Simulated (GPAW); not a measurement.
## A GW chain in GPAW: MgO2 (R-3m)

Wanted: ground state, empty states, screening and self-energy for MgO2 (R-3m).

Program: GPAW 26.7.0. Level of theory: LDA and many-body steps on it, plane waves. Results are calculated unless marked as measured.

Most raw output is cut from this account.

### Step 1. Set-up

It takes space group R-3m (No. 166, trigonal). The conventional cell has a = 3.210 Å, b = 3.210 Å, c = 10.482 Å, α = 90.00°, β = 90.00°, γ = 120.00°. Nearest to Mg lie 6 O at 2.11 Å. O has 1 O at 1.49 Å and 3 Mg at 2.11 Å nearest. Farther neighbours and most contacts between anions are not listed.

The cell and positions are those that the Materials Project relaxed with its own functionals (PBE, PBE+U or r2SCAN), kept fixed.

### Step 2. Ground state

This step: GPAW 26.7.0; DFT, LDA, plane waves, PAW.

The ground-state density comes first.

run.py

```python
import json
import numpy as np
from gpaw.mpi import world
from ase import Atoms
from gpaw import GPAW, PW, FermiDirac

atoms = Atoms(['Mg', 'O', 'O'],
    cell=[[1.6047610160, 0.9265092046, 3.4939788749],
      [-1.6047610160, 0.9265092046, 3.4939788749],
      [0.0000000000, -1.8530184092, 3.4939788749]],
    scaled_positions=[[0.0000000000, 0.0000000000, 0.0000000000],
      [0.4287860000, 0.4287860000, 0.4287860000],
      [0.5712140000, 0.5712140000, 0.5712140000]],
    pbc=(True, True, True))
calc = GPAW(mode=PW(600),
    xc='LDA',
    kpts={'size': (8, 8, 8), 'gamma': True},
    occupations=FermiDirac(0.001),
    nbands=-7,
    convergence={'density': 1e-6, 'bands': -3},
    maxiter=100,
    txt='gs.txt')
atoms.calc = calc
res = {'energy': atoms.get_potential_energy()}
kpts = calc.get_ibz_k_points()
res['kpts'] = kpts
res['eigenvalues'] = [calc.get_eigenvalues(kpt=k) for k in range(len(kpts))]
res['n_electrons'] = calc.get_number_of_electrons()
calc.write('gs.gpw')

if world.rank == 0:
    with open('result.json', 'w') as f:
        json.dump(res, f, default=lambda x: x.tolist())
```

Started as:

```sh
$ mpirun -n 4 gpaw python run.py
```

The job ended after 8.4 s (4 MPI ranks of Arm Neoverse V2, shared host; peak memory 0.68 GiB; 33 s of CPU time).

Numbers from this step:

- total energy: -18.71 eV
- gap: 2.196 eV
- k of the valence top: 0.5, 0.5, 0.5
- k of the conduction bottom: 0.5, 0.5, 0.5
- least direct gap: 2.196 eV

The gap is direct, at (0.500, 0.500, 0.500).

### Step 3. Bands along the symmetry lines

The cheap functional maps the bands first; the places of the edges decide which points the dearer methods must see.

run.py

```python
import json
import numpy as np
from gpaw.mpi import world
from gpaw import GPAW

path = [[0.000000, 0.000000, 0.000000],
    [0.062500, 0.062500, 0.062500],
    [0.125000, 0.125000, 0.125000],
    [0.187500, 0.187500, 0.187500],
    [0.250000, 0.250000, 0.250000],
    [0.312500, 0.312500, 0.312500],
    [0.375000, 0.375000, 0.375000],
    [0.437500, 0.437500, 0.437500],
    [0.500000, 0.500000, 0.500000],
    [0.535807, 0.464193, 0.500000],
    [0.571614, 0.428386, 0.500000],
    [0.607421, 0.392579, 0.500000],
    [0.643228, 0.356772, 0.500000],
    [0.679035, 0.320965, 0.500000],
    [0.714842, 0.285158, 0.500000],
    [0.750649, 0.249351, 0.500000],
    [0.786455, 0.213545, 0.500000],
    [0.500000, -0.213545, 0.213545],
    [0.500000, -0.186851, 0.186851],
    [0.500000, -0.160158, 0.160158],
    [0.500000, -0.133465, 0.133465],
    [0.500000, -0.106772, 0.106772],
    [0.500000, -0.080079, 0.080079],
    [0.500000, -0.053386, 0.053386],
    [0.500000, -0.026693, 0.026693],
    [0.500000, 0.000000, 0.000000],
    [0.437500, 0.000000, 0.000000],
    [0.375000, 0.000000, 0.000000],
    [0.312500, 0.000000, 0.000000],
    [0.250000, 0.000000, 0.000000],
    [0.187500, 0.000000, 0.000000],
    [0.125000, 0.000000, 0.000000],
    [0.062500, 0.000000, 0.000000],
    [0.000000, 0.000000, 0.000000],
    [0.044597, -0.044597, 0.000000],
    [0.089193, -0.089193, 0.000000],
    [0.133790, -0.133790, 0.000000],
    [0.178386, -0.178386, 0.000000],
    [0.222983, -0.222983, 0.000000],
    [0.267579, -0.267579, 0.000000],
    [0.312176, -0.312176, 0.000000],
    [0.356772, -0.356772, -0.000000],
    [0.643228, 0.000000, 0.356772],
    [0.625324, 0.000000, 0.374676],
    [0.607421, 0.000000, 0.392579],
    [0.589517, 0.000000, 0.410483],
    [0.571614, 0.000000, 0.428386],
    [0.553710, 0.000000, 0.446290],
    [0.535807, 0.000000, 0.464193],
    [0.517903, 0.000000, 0.482097],
    [0.500000, 0.000000, 0.500000],
    [0.437500, 0.000000, 0.437500],
    [0.375000, 0.000000, 0.375000],
    [0.312500, 0.000000, 0.312500],
    [0.250000, 0.000000, 0.250000],
    [0.187500, 0.000000, 0.187500],
    [0.125000, 0.000000, 0.125000],
    [0.062500, 0.000000, 0.062500],
    [0.000000, 0.000000, 0.000000]]
calc = GPAW('gs.gpw').fixed_density(kpts=path,
    symmetry='off',
    nbands=21,
    convergence={'bands': 17},
    txt='bands.txt')
res = {}
kpts = calc.get_ibz_k_points()
res['kpts'] = kpts
res['eigenvalues'] = [calc.get_eigenvalues(kpt=k) for k in range(len(kpts))]
res['n_electrons'] = calc.get_number_of_electrons()

if world.rank == 0:
    with open('result.json', 'w') as f:
        json.dump(res, f, default=lambda x: x.tolist())
```

Started as:

```sh
$ mpirun -n 4 gpaw python run.py
```

Elapsed: 7 s, on 4 MPI ranks; peak memory 0.71 GiB.

This step gave:

```yaml
gap: 2.196 eV
k_of_the_valence_top: 0.5, 0.5, 0.5
k_of_the_conduction_bottom: 0.5, 0.5, 0.5
least_direct_gap: 2.196 eV
```

The gap is 2.196 eV, as in the run before at this level.

Electronic bands along the path, in eV, zero at the top of the highest filled band:

```csv
point,band 8,band 9,band 10,band 11,band 12,band 13,band 14,band 15
Γ,-3.32,-3.32,-0.81,-0.81,4.37,4.71,11.85,13.64
halfway,-3.62,-3.62,-0.38,-0.38,3.01,5.47,9.34,13.97
T,-3.84,-3.84,0.00,0.00,2.20,4.72,9.16,13.89
halfway,-4.47,-4.15,-1.23,-0.20,2.94,6.69,9.95,11.22
H2,-5.11,-4.71,-2.09,-0.69,3.72,9.55,9.82,12.28
jump to H0,-5.11,-4.71,-2.09,-0.69,3.72,9.55,9.82,12.28
halfway,-5.82,-4.17,-1.70,-1.01,4.00,9.46,9.80,12.70
L,-6.10,-3.67,-1.28,-1.13,4.05,8.36,9.95,12.28
halfway,-4.71,-3.50,-1.09,-1.05,4.44,6.41,11.47,12.10
Γ,-3.32,-3.32,-0.81,-0.81,4.37,4.71,11.85,13.64
halfway,-4.74,-3.86,-1.42,-1.08,4.51,7.09,11.09,13.44
S0,-5.10,-5.00,-1.84,-0.89,3.81,9.30,10.44,12.21
jump to S2,-5.10,-5.00,-1.84,-0.89,3.81,9.30,10.44,12.21
halfway,-5.30,-4.66,-2.08,-0.37,3.53,8.17,10.64,12.13
F,-5.42,-4.35,-2.19,-0.13,3.41,7.53,10.74,12.11
halfway,-4.40,-3.90,-1.57,-0.42,3.96,6.69,10.89,11.50
Γ,-3.32,-3.32,-0.81,-0.81,4.37,4.71,11.85,13.64
```

### Step 4. Empty states on the mesh, 4×4×4 mesh, 80 bands

The sums over transitions need many empty states on a uniform mesh; this step solves for them.

run.py

```python
import json
import numpy as np
from gpaw.mpi import world
from gpaw import GPAW

calc = GPAW('gs.gpw').fixed_density(kpts={'size': (4, 4, 4), 'gamma': True},
    parallel={'domain': 1, 'band': 1},
    txt='nscf.txt')
calc.diagonalize_full_hamiltonian(nbands=80)
calc.write('full.gpw', mode='all')
res = {}
kpts = calc.get_ibz_k_points()
res['kpts'] = kpts
res['eigenvalues'] = [calc.get_eigenvalues(kpt=k) for k in range(len(kpts))]
res['n_electrons'] = calc.get_number_of_electrons()

if world.rank == 0:
    with open('result.json', 'w') as f:
        json.dump(res, f, default=lambda x: x.tolist())
```

Started as:

```sh
$ mpirun -n 4 gpaw python run.py
```

The job ended after 7.9 s (4 MPI ranks; peak memory 1.1 GiB).

This step gave:

- gap: 2.196 eV
- k of the valence top: 0.5, 0.5, 0.5
- k of the conduction bottom: 0.5, 0.5, 0.5
- least direct gap: 2.196 eV
- k points computed: 13
- lowest point of the top converged band, above the valence top: 86.2840 eV

On this mesh the gap is 2.196 eV.

### Step 5. Screening and self-energy, 4×4×4 mesh, 70 bands, screening to 100 eV

G0W0 replaces the xc potential by the self-energy, built once from these orbitals. Only a window of levels is corrected, while the sums run over the empty bands that the input names.

This step: G0W0 on LDA, plane waves, PAW.

run.py

```python
import json
import numpy as np
from gpaw.mpi import world
from gpaw.response.g0w0 import G0W0

gw = G0W0('full.gpw',
    filename='gw',
    kpts=[0, 12],
    bands=(9, 13),
    ecut=100,
    nbands=70,
    integrate_gamma='WS',
    ppa=True)
gw.calculate()
res = {mode: {k: v for k, v in r.items() if k != 'sigma_eskwn'}
       for mode, r in gw.all_results.items()}

if world.rank == 0:
    with open('result.json', 'w') as f:
        json.dump(res, f, default=lambda x: x.tolist())
```

Started as:

```sh
$ mpirun -n 4 gpaw python run.py
```

It took 21 s on 4 MPI ranks; peak memory 0.97 GiB.

Numbers from this step:

```yaml
g0w0_gap_on_the_points_computed: 5.231 eV
least_direct_g0w0_gap_on_the_computed_points: 5.231 eV
z_at_the_valence_top: 0.7919
z_at_the_conduction_bottom: 0.8121
starting_gap_on_the_mesh: 2.196 eV
k_of_the_valence_top: 0.5, 0.5, 0.5
k_of_the_conduction_bottom: 0.5, 0.5, 0.5
```

The gap on the mesh goes from 2.20 eV to 5.23 eV, a correction of +3.03 eV.

Limits: finite bands, cutoff and mesh; coarse k mesh. v1 is the top filled band, c1 the lowest empty one. The levels before and after the correction (eV, zero at the valence-band top of each column):

```csv
,conduction bottom,valence top
Kohn-Sham,2.20,0.00
G0W0,5.23,0.00
```

```csv
,level,energy (eV)
Kohn-Sham,(0.5 0.5 0.5) v2-v1,0.000
Kohn-Sham,(0.5 0.5 0.5) c1,2.196
Kohn-Sham,(0.5 0.5 0.5) c2,4.718
G0W0,(0.5 0.5 0.5) v2-v1,0.000
G0W0,(0.5 0.5 0.5) c1,5.231
G0W0,(0.5 0.5 0.5) c2,6.929
```

### Step 6. Where the time went

Times are wall times on 4 MPI ranks of Arm Neoverse V2, shared host, good to a factor of about two.

```csv
step,time,share,memory (GiB)
ground state,8.4 s,19 %,0.68
bands along the symmetry lines,7 s,16 %,0.71
empty states on the mesh,7.9 s,18 %,1.1
screening and self-energy,21 s,48 %,0.97
```

### Step 7. Results

```
LDA gap              : 2.20 eV, direct
G0W0 gap on the mesh : 5.23 eV
GW settings          : 4×4×4 mesh, 70 bands, screening to 100 eV, Godby-Needs plasmon pole
known limits         : not at the basis limit; coarse k mesh
```

**Reading.** G0W0 moves the gap on the mesh from 2.20 eV to 5.23 eV (+3.03 eV), with Z of 0.79 and 0.81 at the edges. Only 2 of the mesh's irreducible points were corrected, so a valley elsewhere could overtake. The dearest step here is «screening and self-energy». Bands and cutoff are finite, so the gap is not at the basis limit. The miss can reach some tenths of an eV and take either sign; the mesh is an error of its own. These stock PAW sets were not made for GW. In the G0W0 run levels were corrected at 2 k points alone, so a gap called «on the mesh» is the least over those, and an edge elsewhere would be missed. The 4×4×4 mesh is coarse for this cell, which bears on the long-range parts of exchange and screening.

[Paths, hosts, dates, memory and timing lines, banners, echoed tables and standing remarks are left out of the program output.]

[Logs are printed without paths, hosts, clocks, repeated set-up lines and the standing remarks that a program may print on its own settings, such as how far it seeks lower states.]

[Runs of the session that timed out or met a known fault of the program may be left out.]

[Hosts, paths, dates, database ids (printed as entryN), source tags and the programs' standing remarks are cut or masked in the printed files.]
